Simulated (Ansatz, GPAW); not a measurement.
# tolane-4,4'-dithiol between two Cu chains: relaxation, then transmission at several levels, part 2 of 2

Aim: the conductance of tolane-4,4'-dithiol between two Cu chains after relaxation, and whether geometry, basis or functional moves it most.

GPAW 26.7.0 and Ansatz 0.2.0; Ansatz plane waves; relaxation of the junction with the lead ends held (the session's first sound run).

So far, transmission at the Fermi level (one spin): step 4 (double-zeta polarised basis, PBE, GPAW) 0.543; step 5 (basis szp(dzp), PBE, GPAW) 0.151; step 6 (basis sz(dzp), PBE, GPAW) 0.0487; step 7 (RPBE) 0.493. Also open channels of the lead at the Fermi level (one spin): step 4 1.

### 8. The structure as built: geometry = "as built"

The dzp basis with PBE on the structure as first built shows what the relaxation was worth.

run.py

```python
import json
import numpy as np
from ase import Atoms
from ase.transport.calculators import TransportCalculator
from gpaw import GPAW, FermiDirac
from gpaw.lcao.tools import get_lcao_hamiltonian
from scipy.linalg import eigh

# The junction with lead layers at both ends, along the third cell vector
device = Atoms(
    ['Cu', 'Cu', 'Cu', 'Cu', 'Cu', 'Cu', 'S', 'H', 'C', 'C', 'H', 'C', 'C', 'H', 'C', 'C', 'H', 'C', 'C', 'C', 'H', 'H', 'C', 'C', 'C', 'C', 'H', 'H', 'C', 'S', 'Cu', 'Cu', 'Cu', 'Cu', 'Cu', 'Cu'],
    positions=[
        [6.20998, 6.81972, 1.15000],
        [6.20998, 6.81972, 3.45000],
        [6.20998, 6.81972, 5.75000],
        [6.20998, 6.81972, 8.05000],
        [6.20998, 6.81972, 10.35000],
        [6.20998, 6.81972, 12.65000],
        [4.91505, 5.27084, 13.77260],
        [7.40611, 5.67439, 15.24951],
        [5.28926, 5.29947, 15.51139],
        [6.59601, 5.51779, 15.95731],
        [3.25000, 4.90339, 16.11412],
        [4.27078, 5.08314, 16.44377],
        [6.87974, 5.53048, 17.32663],
        [7.90050, 5.70136, 17.66093],
        [4.55366, 5.09590, 17.81299],
        [5.85843, 5.32081, 18.25525],
        [3.75082, 4.92764, 18.52703],
        [6.14894, 5.33348, 19.65524],
        [6.39348, 5.34395, 20.83143],
        [6.68488, 5.35613, 22.23124],
        [7.16132, 3.25000, 22.31928],
        [6.28413, 7.46645, 22.46370],
        [7.07518, 4.18073, 22.87524],
        [6.58269, 6.54439, 22.95718],
        [7.36077, 4.19376, 24.24389],
        [6.86820, 6.55660, 24.32612],
        [7.66662, 3.27080, 24.73129],
        [6.79119, 7.49319, 24.87261],
        [7.25310, 5.37990, 24.97522],
        [7.62864, 5.38261, 26.71392],
        [6.20998, 6.81972, 27.83563],
        [6.20998, 6.81972, 30.13563],
        [6.20998, 6.81972, 32.43563],
        [6.20998, 6.81972, 34.73563],
        [6.20998, 6.81972, 37.03563],
        [6.20998, 6.81972, 39.33563]],
    cell=[[12.41996, 0.0, 0.0], [0.0, 13.63943, 0.0], [0.0, 0.0, 40.48563]],
    pbc=True)

# One principal layer of the lead: the first 3 atoms of the device
lead = Atoms(
    ['Cu', 'Cu', 'Cu'],
    positions=[
        [6.20998, 6.81972, 1.15000],
        [6.20998, 6.81972, 3.45000],
        [6.20998, 6.81972, 5.75000]],
    cell=[[12.41996, 0.0, 0.0], [0.0, 13.63943, 0.0], [0.0, 0.0, 6.9]],
    pbc=True)

settings = dict(mode='lcao', basis='dzp', xc='PBE', h=0.2,
                occupations=FermiDirac(0.1), maxiter=250,
                mixer=dict(beta=0.1, nmaxold=8, weight=100.0),
                convergence=dict(density=0.0001))
energies = np.arange(-2, 2 + 1e-9, 0.025)
eta = 0.0001
n1, n2 = 1, 1
# k and -k transmit alike, so half of the mesh across the current serves
mesh = [(i, j) for i in range(n1) for j in range(n2) if (i, j) <= (-i % n1, -j % n2)]
weights = np.array([1 if (i, j) == (-i % n1, -j % n2) else 2 for i, j in mesh]) / (n1 * n2)

# [... helper functions left out ...]
fermi_lead = ground_state(lead, (1, 1, 16), 'lead.txt')
fermi_device = ground_state(device, (1, 1, 2), 'device.txt')
# [... loop over the mesh left out, but for ...]
        # Shift the lead onto the potential of the device's first layer
        shift = ((H[:, 0, 0] - H0[:, 0, 0]) / S0[0, 0]).real.mean()
# [...]
kT = 8.617333e-5 * 300
bias = [0.1, 0.2, 0.5, 1.0, 1.5, 2.0]
# [... integrals and printing left out ...]
```

Command:

```
$ OMP_NUM_THREADS=1 OPENBLAS_NUM_THREADS=1 python run.py
```

Run time: 5.1 min. Hardware: 1 thread of Arm Neoverse N1, shared host; peak memory 2.3 GiB.

This step gave:

```yaml
conductance: 1.95e-4 G₀
largest_coupling_past_the_next_principal_layer: 4.59e-5 eV
largest_misfit_of_the_first_principal_layer: 0.02154 eV
shift_that_aligns_the_lead: 0.005261 eV
transmission_at_the_fermi_level_one_spin: 3.18e-5
```

The conductance, 2.0e-4 G₀, lies a factor of 2364 below that of the dzp run.

### 9. The ladder

Times are for 1 thread of Arm Neoverse N1, shared host. The runs compared:

| no. | run | conductance (G₀) | time | memory (GiB) |
| --- | --- | --- | --- | --- |
| 1 | dzp | 0.4619 | 4.8 min | 2.3 |
| 2 | szp | 0.2625 | 4 min | 2.2 |
| 3 | sz | 0.1127 | 2.7 min | 2.1 |
| 4 | dzp RPBE | 0.4500 | 4.8 min | 2.3 |
| 5 | asbuilt | 1.95e-4 | 5.1 min | 2.3 |

### 10. The levels side by side

The curves are compared point by point over the common energies.

This step: comparison of transmission and cost over codes, levels and geometry (GPAW 26.7.0).

Ladder, by row:

| step | code | T at the Fermi level (sum over the listed spins) | conductance (G0) | r.m.s. T(E) from the first | wall time (s) | peak memory (GiB) | threads |
| --- | --- | --- | --- | --- | --- | --- | --- |
| dzp | GPAW | 0.5433 | 0.4619 | 0 | 287 | 2.26 | 1 |
| szp | GPAW | 0.1512 | 0.2625 | 0.2231 | 238.3 | 2.23 | 1 |
| sz | GPAW | 0.04865 | 0.1127 | 0.2565 | 163.9 | 2.15 | 1 |
| dzp-RPBE | GPAW | 0.4934 | 0.45 | 0.0421 | 289.5 | 2.26 | 1 |
| asbuilt | GPAW | 3.18e-5 | 1.95e-4 | 0.3452 | 304.7 | 2.26 | 1 |

The transmission, zone mean, sum over the listed spins by energy, zero at the Fermi level:

| energy (eV) | dzp | szp | sz | dzp-RPBE | asbuilt |
| --- | --- | --- | --- | --- | --- |
| -2.000 | 0.738 | 0.581 | 0.514 | 0.785 | 5.5e-7 |
| -1.800 | 0.635 | 0.709 | 0.995 | 0.655 | 7.8e-5 |
| -1.675 | 0.861 | 0.978 | 0.230 | 0.926 | 0.0693 |
| -1.600 | 0.787 | 0.387 | 0.312 | 0.775 | 0.0451 |
| -1.525 | 0.989 | 0.613 | 0.462 | 0.977 | 0.0187 |
| -1.400 | 0.768 | 0.655 | 0.0222 | 0.418 | 0.00472 |
| -1.375 | 0.941 | 0.0469 | 0.0511 | 0.986 | 0.100 |
| -1.200 | 0.00491 | 0.00327 | 0.00252 | 0.00434 | 0.00742 |
| -1.000 | 0.236 | 0.166 | 0.120 | 0.248 | 0.00242 |
| -0.800 | 0.0906 | 0.480 | 0.116 | 0.104 | 0.00233 |
| -0.600 | 0.185 | 0.174 | 0.232 | 0.194 | 0.00337 |
| -0.475 | 0.971 | 0.369 | 0.898 | 0.989 | 0.00370 |
| -0.400 | 0.296 | 0.431 | 0.398 | 0.288 | 0.00651 |
| -0.200 | 0.121 | 0.194 | 0.179 | 0.124 | 0.0995 |
| -0.100 | 0.261 | 0.707 | 0.978 | 0.274 | 7.6e-5 |
| -0.075 | 0.397 | 0.981 | 0.543 | 0.427 | 6.6e-5 |
| -0.025 | 0.986 | 0.332 | 0.0949 | 0.965 | 4.1e-5 |
| 0.000 | 0.543 | 0.151 | 0.0487 | 0.493 | 3.2e-5 |
| 0.200 | 0.00690 | 0.00500 | 0.00241 | 0.00683 | 3.5e-6 |
| 0.400 | 0.00107 | 9.7e-4 | 5.2e-4 | 0.00107 | 1.8e-7 |
| 0.600 | 3.3e-4 | 3.5e-4 | 2.0e-4 | 3.3e-4 | 3.4e-8 |
| 0.800 | 1.5e-4 | 1.9e-4 | 1.1e-4 | 1.5e-4 | 2.1e-7 |
| 1.000 | 9.0e-5 | 1.4e-4 | 7.8e-5 | 9.0e-5 | 3.3e-7 |
| 1.200 | 6.9e-5 | 1.3e-4 | 7.3e-5 | 6.9e-5 | 3.9e-7 |
| 1.400 | 6.6e-5 | 1.8e-4 | 9.6e-5 | 6.5e-5 | 4.1e-7 |
| 1.600 | 8.0e-5 | 4.1e-4 | 2.1e-4 | 7.8e-5 | 4.2e-7 |
| 1.800 | 1.3e-4 | 0.00511 | 0.00269 | 1.3e-4 | 4.3e-7 |
| 2.000 | 4.4e-4 | 0.00136 | 6.4e-4 | 3.9e-4 | 4.6e-7 |

### 11. Density threshold 0.001, mixing 0.25, mixing history 5

The Hamiltonian is taken from the last density. The density threshold is one of the tests that end the cycle; the energy must settle too, so a loose value may not be the test that decides. Mixing changes the road to self-consistency, not its end. The mixing history changes the road to self-consistency, not its end. The real-space grid carries density and potential; a coarse one breaks translation symmetry along the lead and scatters electrons that should pass.

This step: GPAW LCAO, PAW setups; Landauer transmission from Green's functions with principal layers (ASE), zero bias (GPAW 26.7.0).

run.py

```python
import json
import numpy as np
from ase import Atoms
from ase.transport.calculators import TransportCalculator
from gpaw import GPAW, FermiDirac
from gpaw.lcao.tools import get_lcao_hamiltonian
from scipy.linalg import eigh

# The junction with lead layers at both ends, along the third cell vector
device = Atoms(
    ['Cu', 'Cu', 'Cu', 'Cu', 'Cu', 'Cu', 'S', 'H', 'C', 'C', 'H', 'C', 'C', 'H', 'C', 'C', 'H', 'C', 'C', 'C', 'H', 'H', 'C', 'C', 'C', 'C', 'H', 'H', 'C', 'S', 'Cu', 'Cu', 'Cu', 'Cu', 'Cu', 'Cu'],
    positions=[
        [6.20998, 6.81972, 1.15000],
        [6.20998, 6.81972, 3.45000],
        [6.20998, 6.81972, 5.75000],
        [6.20998, 6.81972, 8.05000],
        [6.82366, 7.74975, 10.10982],
        [5.93190, 6.90872, 12.10285],
        [4.63593, 6.95449, 13.80120],
        [7.29050, 6.47897, 15.19888],
        [5.18608, 6.93458, 15.45780],
        [6.49727, 6.66514, 15.92255],
        [3.16862, 7.39501, 16.09850],
        [4.18244, 7.17777, 16.43507],
        [6.78037, 6.62740, 17.27967],
        [7.79638, 6.41417, 17.61159],
        [4.46235, 7.13635, 17.78664],
        [5.77296, 6.85435, 18.25917],
        [3.66921, 7.32103, 18.51057],
        [6.03977, 6.80572, 19.64267],
        [6.22774, 6.76492, 20.86024],
        [6.50682, 6.70532, 22.24087],
        [8.59231, 6.17912, 21.95975],
        [4.50548, 7.20215, 22.91627],
        [7.81514, 6.38517, 22.69517],
        [5.51916, 6.95838, 23.23377],
        [8.11152, 6.33113, 24.04259],
        [5.81973, 6.91107, 24.58713],
        [9.12229, 6.08227, 24.36568],
        [5.04259, 7.11989, 25.32210],
        [7.12866, 6.60445, 25.03294],
        [7.70335, 6.57323, 26.68184],
        [6.43554, 6.65774, 28.39669],
        [5.59598, 5.82227, 30.41254],
        [6.20998, 6.81972, 32.43563],
        [6.20998, 6.81972, 34.73563],
        [6.20998, 6.81972, 37.03563],
        [6.20998, 6.81972, 39.33563]],
    cell=[[12.41996, 0.0, 0.0], [0.0, 13.63943, 0.0], [0.0, 0.0, 40.48563]],
    pbc=True)

# One principal layer of the lead: the first 3 atoms of the device
lead = Atoms(
    ['Cu', 'Cu', 'Cu'],
    positions=[
        [6.20998, 6.81972, 1.15000],
        [6.20998, 6.81972, 3.45000],
        [6.20998, 6.81972, 5.75000]],
    cell=[[12.41996, 0.0, 0.0], [0.0, 13.63943, 0.0], [0.0, 0.0, 6.9]],
    pbc=True)

settings = dict(mode='lcao', basis='dzp', xc='PBE', h=0.25,
                occupations=FermiDirac(0.1), maxiter=250,
                mixer=dict(beta=0.25, nmaxold=5, weight=100.0),
                convergence=dict(density=0.001))
energies = np.arange(-2, 2 + 1e-9, 0.025)
eta = 0.0001
n1, n2 = 1, 1
# k and -k transmit alike, so half of the mesh across the current serves
mesh = [(i, j) for i in range(n1) for j in range(n2) if (i, j) <= (-i % n1, -j % n2)]
weights = np.array([1 if (i, j) == (-i % n1, -j % n2) else 2 for i, j in mesh]) / (n1 * n2)

# [... helper functions left out ...]
fermi_lead = ground_state(lead, (1, 1, 16), 'lead.txt')
fermi_device = ground_state(device, (1, 1, 2), 'device.txt')
# [... loop over the mesh left out, but for ...]
        # Shift the lead onto the potential of the device's first layer
        shift = ((H[:, 0, 0] - H0[:, 0, 0]) / S0[0, 0]).real.mean()
# [...]
kT = 8.617333e-5 * 300
bias = [0.1, 0.2, 0.5, 1.0, 1.5, 2.0]
# [... integrals and printing left out ...]
```

It took 2.9 min on 1 thread; peak memory 1.1 GiB.

The run finished with changed settings (conv = 0.001, beta = 0.25, nmaxold = 5 and h = 0.25); it serves as a test.

The two runs compared:

| quantity | this run | sound run | difference |
| --- | --- | --- | --- |
| conductance (G₀) | 0.47015 | 0.46190 | 0.00825 |
| largest coupling past the next principal layer (eV) | 4.598e-5 | 4.594e-5 | 4.0e-8 |
| largest misfit of the first principal layer (eV) | 0.063740 | 0.058735 | 0.00500 |
| shift that aligns the lead (eV) | -0.010687 | -0.015548 | 0.00486 |
| transmission at the Fermi level (one spin) | 0.57770 | 0.54334 | 0.0344 |

The two runs differ clearly in the transmission at the Fermi level (one spin): 0.578 against 0.543.

### 12. What came out

* conductance: 0.462 G₀
* transmission at the Fermi level, mean of the spins: 0.543
* open channels of the lead there: 1

In words: In the dzp basis the junction conducts 0.462 G₀ at 300 K, with T = 0.543 a spin at the Fermi level; no smaller basis tried comes within 10 % of that conductance. Relaxation moved atoms by up to 3.3 Å and took the conductance from 2.0e-4 to 0.462 G₀, as a ratio a larger change than the step from dzp to the minimal basis. The conductance differs from T at the Fermi level because it averages T(E) over the thermal window, about 0.09 eV wide, in which T changes. The scatterer reflects about 46 % of the incoming channels at the Fermi level. At the Fermi level one eigenchannel carries the current (0.54). Measured against the first run (dzp), the nearest curve is that of dzp-RPBE (r.m.s. 0.042) and the farthest that of asbuilt (0.35). Over the compared runs wall time goes from 164 s (sz) to 305 s (asbuilt), on a shared host. Moves of this size go well beyond a change of bond lengths: the free chain atoms or the scatterer took up a new arrangement, and the name in the title describes the start. The leads kept an estimated spacing and the cell its length, so the junction may be under some tension or compression. Semilocal functionals put molecular levels too near the Fermi level, so such conductances usually come out too high, and chain electrodes have a sharper density of states than real ones. Energies count from the junction cell's Fermi level; in the run with T = 0.543 there, the aligned lead's own level lies at -0.016 eV, where T interpolates to 0.787; the finite cell leaves the answer open by at least that much. An evenly spaced straight chain is an idealisation: free chains tend to dimerise, zigzag or, where a band edge lies near the Fermi level, turn magnetic. The currents use the zero-bias T(E) throughout, which holds only while the bias is small against the distance to the nearest feature. Within about eight thermal energies of the Fermi level ln T(E) bends sharply from one computed energy to the next, or the lead's channel count changes, so the thermal averages, above all the thermopower, rest on an interpolation that may be rough.

[Logs are printed without paths, hosts, clocks, repeated set-up lines and the standing remarks that a program may print on its own settings, such as how far it seeks lower states.]

[Hosts, paths, dates, database ids (printed as entryN), source tags and the programs' standing remarks are cut or masked in the printed files.]
